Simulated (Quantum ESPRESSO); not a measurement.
# Gap and tunnelling decay at a withheld lattice constant: RbZnCl3, cubic perovskite type

Method. Quantum ESPRESSO 7.5 (pw.x, pwcond.x with ikind = 0), PBE, GBRV ultrasoft, cubic crystals. κ is the slowest decay along [001] at mid-gap among three points across the current.

| a (Å) | gap on the mesh (eV) | κ (1/Å) |
| --- | --- | --- |
| 4.826 | 1.715 | 0.196 |
| 4.980 | 1.451 | 0.173 |
| 5.134 | 1.140 | 0.149 |
| 5.442 | 0.588 | 0.098 |

**Question.** What are gap and κ at a = 5.288 Å?

By hand: A line through the rows at 5.134 and 5.442 Å gives a gap of 1.140 + 0.500 × (0.588 − 1.140) = 0.86 eV and κ = 0.123 1/Å. The two-band model κ = 0.5123 √(m* E_g/4) needs m* = 0.297 at 5.134 Å; with that mass and the new gap, κ = 0.130 1/Å.

What the calculation gave: The gap is 0.851 eV and κ = 0.122 1/Å. The line misses the gap by +0.013 eV and κ by +1.2 %; the two-band estimate misses κ by +6.3 %.

**Limits.** The structure type is imposed. Local and semilocal gaps and decay constants are too small; no spin-orbit coupling. For an indirect gap m* is a fitting number alone.
